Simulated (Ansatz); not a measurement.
**Quasi-harmonic thermodynamics of GaC (hypothetical, P4/mmm)**

Wanted: α(T), C_P(T) and B(T) of GaC (hypothetical) in the quasi-harmonic approximation. The crystal structure is hypothetical: it was made by swapping elements on a known structure type.

Main program and level: Ansatz 0.2.0; DFT PBEsol, scalar-relativistic, plane waves, PAW.

## 1. Set-up

It takes space group P4mm (No. 99, tetragonal). Conventional cell: a = 3.039 Å, b = 3.039 Å, c = 2.879 Å, α = 90.00°, β = 90.00°, γ = 90.00°. Nearest to Ga lie 4 C at 2.15 Å. Nearest to C lie 4 Ga at 2.15 Å. Farther neighbours are not listed.

## 2. A first coarse run

Before spending time, one coarse run tells the gap and the pressure of the starting cell.

input.yaml reads:

```yaml
crystal:
  lattice:
    - [3.03936, 0.0, 0.0]
    - [0.0, 3.03936, 0.0]
    - [0.0, 0.0, 2.87948]
  atoms:
    - { symbol: Ga, position: [0.0, 0.0, 0.127415] }
    - { symbol: C, position: [0.5, 0.5, 0.162585] }
kpoints:
  mp_grid: { grid: [6, 6, 6] }
hamiltonian:
  xc: pbesol
scf:
  occupations: { method: gaussian, width: 0.1 }
output:
  forces: true
  stress: true
  eigenvalues: true
```

Started as:

```bash
$ ansatz run input.yaml --threads 4 --pin off --max-ram 8192MiB --backend cpu --events-out ev --progress --plain --runs-dir out
```

Numbers of over 12 decimals in the logs are rounded to 6 here.

What it wrote:

```text
Engine: ansatz 0.2.0, x86_64-unknown-linux-gnu
Pseudopotentials: kind: paw
Pseudopotential: Ga, paw, valence charge 13, recommended cutoff 420 eV (normal), Ga.paw.azcp
Pseudopotential: C, paw, valence charge 4, recommended cutoff 420 eV (normal), C.paw.azcp
Functional definition: PBEsol
  exchange = pbesol_x
  correlation = pbesol_c
Crystal: 2 atoms, lattice volume = 26.600 Å³
Basis set: ecut = 420 eV, 489 PW (Γ), exchange–correlation on 48×48×40 points (8 copies of the dense FFT grid, shifted against one another)
Bands: 13, of which v1, the nominal top of the filled ones, is band 9 counted from 1 (8 counted from 0)
Symmetry: 8 space group operations
Space group: P4mm (ITA 99), of the structure as read, at distance tolerance 3.0e-5 Å
k-points: 40 of 216 (time reversal used)
Non-local potential: Ga, projectors of the file, l = 0: 2, l = 1: 2, l = 2: 3, l = 3: 1
Non-local potential: C, projectors of the file, l = 0: 2, l = 1: 2, l = 2: 1
PAW form: soft (Blöchl's): semilocal exchange-correlation on the pseudo side does not see the compensation charge
PAW frozen core: Ga, regenerated for the run's functional, and the local potential with it (the file was generated under x = pbe(κ = 0.804, μ = 0.219515), c = pbe(β = 0.066725))
PAW frozen core: C, regenerated for the run's functional, and the local potential with it (the file was generated under x = pbe(κ = 0.804, μ = 0.219515), c = pbe(β = 0.066725))
PAW one-centre angular grid: Ga, 590 points (default); XC on 64 Gauss nodes
PAW one-centre angular grid: C, 110 points (default); XC on 64 Gauss nodes
Initial density: superposition of atomic densities (neutral atoms: chi_scale 0, normalization atom), corrected by the library's trained network
Initial wavefunctions: pseudopotential atomic-orbital guess
Functional: x = pbesol(κ = 0.804, μ = 0.123457), c = pbesol(β = 0.046)
SCF iter   1: F=—  HF=-3986.633544 eV  |F-HF|=—  |Δ(HF+E_count)|=         —  Δρ=1.06e-2  dr2=3.74e-2  ethr=1.77e-3  ⟨swp⟩=4.8  Hψ=2695  notcnv=0
preconditioner: auto → none  [metal: Δε(μ)=0.100 eV  Ē_g=17.256 eV  σ=0.100 eV  W_gap=0.43  n_scr=6 (ndim 8)  ℏωp=29.7 eV  f_vac=0.000  D(μ)=0.75/eV (n_scr^D=6)  sad-step TF]
SCF iter   2: F=—  HF=-3986.628222 eV  |F-HF|=—  |Δ(HF+E_count)|=   5.32e-3  Δρ=7.21e-3  dr2=1.88e-2  ethr=2.20e-4  ⟨swp⟩=1.1  Hψ=844  notcnv=0
SCF iter   3: F=—  HF=-3986.623915 eV  |F-HF|=—  |Δ(HF+E_count)|=   4.31e-3  Δρ=1.65e-3  dr2=4.89e-4  ethr=1.11e-4  ⟨swp⟩=2.0  Hψ=712  notcnv=0
SCF iter   4: F=—  HF=-3986.623538 eV  |F-HF|=—  |Δ(HF+E_count)|=   3.76e-4  Δρ=4.62e-4  dr2=2.82e-5  ethr=2.88e-6  ⟨swp⟩=2.0  Hψ=849  notcnv=0
SCF iter   5: F=—  HF=-3986.623526 eV  |F-HF|=—  |Δ(HF+E_count)|=   1.24e-5  Δρ=1.18e-4  dr2=1.74e-6  ethr=1.66e-7  ⟨swp⟩=2.0  Hψ=842  notcnv=0
SCF iter   6: F=—  HF=-3986.623525 eV  |F-HF|=—  |Δ(HF+E_count)|=   2.18e-7  Δρ=4.12e-5  dr2=2.17e-7  ethr=1.02e-8  ⟨swp⟩=2.5  Hψ=834  notcnv=0
SCF iter   7: F=-3986.623525 eV  HF=-3986.623525 eV  |F-HF|=4.68e-9  |Δ(HF+E_count)|=   8.82e-8  Δρ=6.10e-6  dr2=5.07e-9  ethr=5.88e-10  ⟨swp⟩=5.2  Hψ=1959  notcnv=0
SCF 1 converged in 7 iterations: F = -3986.623525 eV  dr2 = 5.07e-9
  greatest PAW one-centre occupation: 0.995 electrons in one spin orbital (limit 2), on the Ga atom at site 0 (counted from 0), in its partial waves of l = 2
SCF converged after 7 iterations
Free energy (F): -3986.623525 eV
Harris-Foulkes:  -3986.623525 eV  (|F-HF|=4.68e-9)
Internal energy: -3986.618964 eV  (E = F + TS)
E sigma→0 (E₀):  -3986.621245 eV
Entropy (-TS):   -0.004561 eV (-2.280 meV/atom)
Fermi energy:    8.591052 eV
--- Per-component energies (eV) ---
  E_band       = -35.083353
  E_kinetic    = 195.842566
  E_local      = -1958.339151  (includes V_loc(G=0)·N_el)
  E_nonlocal   = 454.219236
  E_hartree    = 902.624388
  E_xc         = -113.629544
  E_vxc        = -114.069568  (∫ρ·V_xc dr)
  E_paw        = -2044.498309  (= ΣΔE_a)
  E_vpaw       = -417.988554  (= ΣTr[D̂ρ^β])
  E_aug_tail   = -0.000063  (compensation charges beyond the density's cutoff)
  E_ewald      = -1423.722167
  E_core_change = 0.884078  (= ΣΔE_core)
  E_smearing   = -0.004561  (= −TS)
  E_closure    = 0.000000  (closes the sum)
  Σ components = -3986.623525   (vs F -3986.623525, Δ=0.00e0)
--- Forces (eV/Å), atoms counted from 1 ---
  atom   1  Ga    -0.00000000     0.00000000     0.21003395
  atom   2  C      0.00000000     0.00000000    -0.20999134
  max |Σ_I F_I| component: 4.26e-5 eV/Å
--- Stress (GPa, compression-positive) ---
      -10.586479       0.000000      -0.000000
        0.000000     -10.586479       0.000000
       -0.000000       0.000000      -7.656522
  P = ⅓ Tr σ = -9.6098 GPa (-96.098 kbar)
--- Band table (eV; the first three rows and the last of 40) ---
  k-point 0: bands = [... 5 lower, -4.6423, 7.5600, 7.5600, 9.3372, 9.7334, 16.8662, 18.3504, 21.2723]
  k-point 1: bands = [... 5 lower, -4.2530, 7.4031, 7.7537, 7.7537, 10.2500, 17.2789, 17.7354, 21.7117]
  k-point 2: bands = [... 5 lower, -3.2463, 4.5135, 8.1726, 8.1726, 11.3125, 15.4168, 18.4444, 21.8507]
  k-point 39: bands = [... 5 lower, 1.8271, 4.6290, 4.6290, 7.4595, 8.8210, 10.1844, 14.7752, 14.7752]
```

It took 0.49 s on 4 threads of Intel Xeon Platinum 8488C (Sapphire Rapids), shared host; peak memory 0.35 GiB; 1.2 s of CPU time.

In the SCF lines HF is the Harris–Foulkes energy and dr2 the Hartree energy of the density residual, in eV; the loop may stop once dr2 is under the threshold and the program's other checks hold. Hψ counts applications of the Hamiltonian.

Numbers from this step:

```
pressure          : -9.610 GPa
volume per atom   : 13.30 Å³
gap on the k-mesh : 0 eV
```

Force by atom:

| atom | x (eV/Å) | y (eV/Å) | z (eV/Å) | size |
| --- | --- | --- | --- | --- |
| Ga1 | 0.000 | 0.000 | 0.210 | 0.210 |
| C2 | 0.000 | 0.000 | -0.210 | 0.210 |

The start is under -9.6 GPa at this level and looks like a metal on this mesh.

## 3. A loose first relaxation

The start is far from rest, so a relaxation with loose thresholds first brings it near the minimum.

Edit input.yaml of step 2 so:

```diff
@@ -9,3 +9,3 @@
 kpoints:
-  mp_grid: { grid: [6, 6, 6] }
+  mp_grid: { grid: [6, 6, 8] }
 hamiltonian:
@@ -18 +18,6 @@
   eigenvalues: true
+relax:
+  adjacent_minimum: "off"
+  f_tol: 0.05
+  max_steps: 80
+  cell: { stress_tol: 0.5 }
```

What it wrote:

```text
[...]
Crystal: 2 atoms, lattice volume = 26.600 Å³
Basis set: ecut = 420 eV, 489 PW (Γ), exchange–correlation on 48×48×40 points (8 copies of the dense FFT grid, shifted against one another)
Bands: 13, of which v1, the nominal top of the filled ones, is band 9 counted from 1 (8 counted from 0)
Symmetry: 8 space group operations
[...]
k-points: 50 of 288 (time reversal used)
[...]
SCF iter   1: F=—  HF=-3986.619664 eV  |F-HF|=—  |Δ(HF+E_count)|=         —  Δρ=9.20e-3  dr2=2.64e-2  ethr=1.77e-3  ⟨swp⟩=4.9  Hψ=3345  notcnv=0
[...]
SCF iter   7: F=-3986.612977 eV  HF=-3986.612977 eV  |F-HF|=4.31e-8  |Δ(HF+E_count)|=   1.54e-7  Δρ=1.26e-5  dr2=2.94e-8  ethr=5.88e-10  ⟨swp⟩=5.6  Hψ=3014  notcnv=0
SCF 1 converged in 7 iterations: F = -3986.612977 eV  dr2 = 2.94e-8
[...]
relax step   1: F+E_penalty+E_count = -3986.61297702 eV  Δ(F+E_penalty+E_count) = +0.000e0 eV  max|allowed force component| = 1.945e-1 eV/Å  Δτ_max = 0.0000 Å  P = -9.530 GPa  Ω = 26.600 Å³  (7 SCF iters, dr2 threshold 1.00e-7 eV, accepted)
Crystal: 2 atoms, lattice volume = 24.567 Å³
[...]
iter 1 solved again at ethr=5.92e-5 eV; its pass at ethr=3.10e-3 eV (dr2=1.01e-2 eV) is discarded
[...]
SCF iter   6: F=-3986.695378 eV  HF=-3986.695378 eV  |F-HF|=1.13e-8  |Δ(HF+E_count)|=   9.47e-8  Δρ=7.93e-6  dr2=1.23e-8  ethr=1.00e-9  ⟨swp⟩=3.4  Hψ=2747  notcnv=0
SCF 2 converged in 6 iterations: F = -3986.695378 eV  dr2 = 1.23e-8
relax step   2: F+E_penalty+E_count = -3986.69537752 eV  Δ(F+E_penalty+E_count) = -8.240e-2 eV  max|allowed force component| = 1.199e-1 eV/Å  Δτ_max = 0.0124 Å  P = -3.415 GPa  Ω = 24.567 Å³  energy of the carried Pulay correction = +3.112e-3 eV  (6 SCF iters, dr2 threshold 2.00e-7 eV, accepted)
Crystal: 2 atoms, lattice volume = 23.675 Å³
Basis set: ecut = 420 eV, 461 PW (Γ), exchange–correlation on 48×48×40 points (8 copies of the dense FFT grid, shifted against one another)
[...]
SCF iter   6: F=-3986.705720 eV  HF=-3986.705720 eV  |F-HF|=1.45e-9  |Δ(HF+E_count)|=   3.90e-8  Δρ=4.76e-6  dr2=3.24e-9  ethr=5.37e-10  ⟨swp⟩=3.3  Hψ=2970  notcnv=0
SCF 3 converged in 6 iterations: F = -3986.705720 eV  dr2 = 3.24e-9
relax step   3: F+E_penalty+E_count = -3986.70572001 eV  Δ(F+E_penalty+E_count) = -1.034e-2 eV  max|allowed force component| = 5.978e-2 eV/Å  Δτ_max = 0.0169 Å  P = +0.665 GPa  Ω = 23.675 Å³  energy of the carried Pulay correction = +4.555e-3 eV  (6 SCF iters, dr2 threshold 2.00e-7 eV, accepted)
[...]
relax step   4: F+E_penalty+E_count = -3986.70744084 eV  Δ(F+E_penalty+E_count) = -1.721e-3 eV  max|allowed force component| = 2.448e-3 eV/Å  Δτ_max = 0.0205 Å  P = +0.036 GPa  Ω = 23.895 Å³  energy of the carried Pulay correction = +4.195e-3 eV  (6 SCF iters, dr2 threshold 2.00e-7 eV, accepted)
Basis set: ecut = 420 eV, 461 PW (Γ), exchange–correlation on 40×40×40 points (8 copies of the dense FFT grid, shifted against one another)
[...]
SCF iter   6: F=-3986.704684 eV  HF=-3986.704684 eV  |F-HF|=0.00e0  |Δ(HF+E_count)|=  1.23e-11  Δρ=6.22e-8  dr2=4.14e-13  ethr=1.00e-12  ⟨swp⟩=2.0  Hψ=1918  notcnv=0
SCF 5 converged in 6 iterations: F = -3986.704684 eV  dr2 = 4.14e-13
relax step   5: F+E_penalty+E_count = -3986.70468379 eV  Δ(F+E_penalty+E_count) = +2.757e-3 eV  max|allowed force component| = 2.471e-3 eV/Å  Δτ_max = 0.0000 Å  P = -0.105 GPa  Ω = 23.895 Å³  stress off target by 1.44e-1 GPa  SCF on the basis re-selected at this cell (its energy is not comparable with the rows above)  (6 SCF iters)
basis re-selected at this cell: Δ(F+E_penalty+E_count) = +2.757e-3 eV, ΔP = -0.141 GPa vs the last step (what re-selecting the basis moved, of the pressure what is left beyond the Pulay correction that the steps carried, after the strain that the cell walked since its last selection, with what the two solves' SCF thresholds leave and, on support functions, any second-order correction that the steps lacked; it is no measure of the basis error at this ecutwfc). The dense FFT grid was sized anew with the basis: this SCF ran on 20×20×20 points, the steps before it on 24×24×20, so part of this shift can come from that change (see relax.cell in the input reference). [rest of the remark cut]
SCF converged after 6 iterations
Free energy (F): -3986.704684 eV
[...]
Internal energy: -3986.698404 eV  (E = F + TS)
E sigma→0 (E₀):  -3986.701544 eV
Entropy (-TS):   -0.006279 eV (-3.140 meV/atom)
Fermi energy:    10.144213 eV
[...]
--- Forces (eV/Å), atoms counted from 1 ---
  atom   1  Ga     0.00000000    -0.00000000     0.00247107
  atom   2  C     -0.00000000     0.00000000    -0.00247111
  max |Σ_I F_I| component: 4.34e-8 eV/Å
--- Stress (GPa, compression-positive) ---
       -0.085736      -0.000000      -0.000000
       -0.000000      -0.085736       0.000000
       -0.000000       0.000000      -0.143901
  P = ⅓ Tr σ = -0.1051 GPa (-1.051 kbar)
--- Band table (eV; the first three rows and the last of 50) ---
  k-point 0: bands = [... 5 lower, -3.8566, 8.7973, 8.7973, 11.2206, 11.7585, 18.2889, 21.3687, 23.6265]
  k-point 1: bands = [... 5 lower, -3.5865, 8.9463, 8.9463, 9.9918, 11.8879, 18.5558, 21.0861, 23.7300]
  k-point 2: bands = [... 5 lower, -2.8094, 7.4281, 9.3274, 9.3274, 12.5030, 19.3456, 19.3483, 23.8956]
  k-point 49: bands = [... 5 lower, 3.6309, 5.9410, 5.9410, 8.4843, 11.1024, 11.3725, 16.2804, 16.2804]
--- Relaxed structure (4 steps of the walk, 4 accepted, 1 SCFs on fresh bases) ---
  F+E_penalty+E_count = -3986.70468379 eV   max|allowed force component| = 2.471e-3 eV/Å   (the final SCF, on the basis selected at the relaxed cell)
  cell:  # Å, volume = 23.8950 Å³
    - [2.971185, 0, 0]
    - [0, 2.971185, 0.0]
    - [0, 0.0, 2.706751]
  atoms:
    - { symbol: Ga, position: [0, 0.0, 0.144701] }
    - { symbol: C, position: [0.500000, 0.500000, 0.145299] }
```

Wall time 2.4 s (4 threads); peak memory 0.38 GiB; 8.2 s of CPU time.

Step by step:

| step | energy less that of the first step (eV) | largest force component (eV/Å) | pressure (GPa) | volume (Å³) |
| --- | --- | --- | --- | --- |
| 1 | 0.0000 | 0.1945 | -9.53 | 26.60 |
| 2 | -0.0824 | 0.1199 | -3.41 | 24.57 |
| 3 | -0.0927 | 0.0598 | 0.66 | 23.68 |
| 4 | -0.0945 | 0.0024 | 0.04 | 23.90 |
| 5* | -0.0917 | 0.0025 | -0.11 | 23.90 |

Relaxation steps marked * repeat the geometry before them on a plane-wave basis chosen anew for their cell, so energy and pressure can jump there.

Forces are held to the 8 operations that the run works with; a distortion that breaks them can't arise in this run.

| conventional cell, symmetrised | before | after | change |
| --- | --- | --- | --- |
| a (Å) | 3.039 | 2.971 | -2.2 % |
| b (Å) | 3.039 | 2.971 | -2.2 % |
| c (Å) | 2.879 | 2.707 | -6.0 % |
| volume (Å³/atom) | 13.30 | 11.95 | -10.2 % |

The atoms that moved most (Å, as changes of fractional coordinates times the final cell):

| atom | dx | dy | dz | length |
| --- | --- | --- | --- | --- |
| Ga1 | 0.000 | 0.000 | 0.047 | 0.047 |
| C2 | 0.000 | 0.000 | -0.047 | 0.047 |

The relaxed structure:

```
Ga C
1.0
     2.97119    0.00000    0.00000
     0.00000    2.97119    0.00000
     0.00000    0.00000    2.70675
Ga C
1 1
Direct
  0.00000 0.00000 0.14470
  0.50000 0.50000 0.14530
```

Numbers from this step:

```
pressure        : -0.1051 GPa
volume per atom : 11.95 Å³
```

The relaxation ends with a largest force component of 0.0025 eV/Å and a pressure of -0.11 GPa.

[end of part 1 of 3]

[Logs are printed without paths, hosts, clocks, repeated set-up lines and the standing remarks that a program may print on its own settings, such as how far it seeks lower states.]

[Hosts, paths, dates, database ids (printed as entryN), source tags and the programs' standing remarks are cut or masked in the printed files.]

[A step with changed settings may run another functional than the one named; its input shows which.]
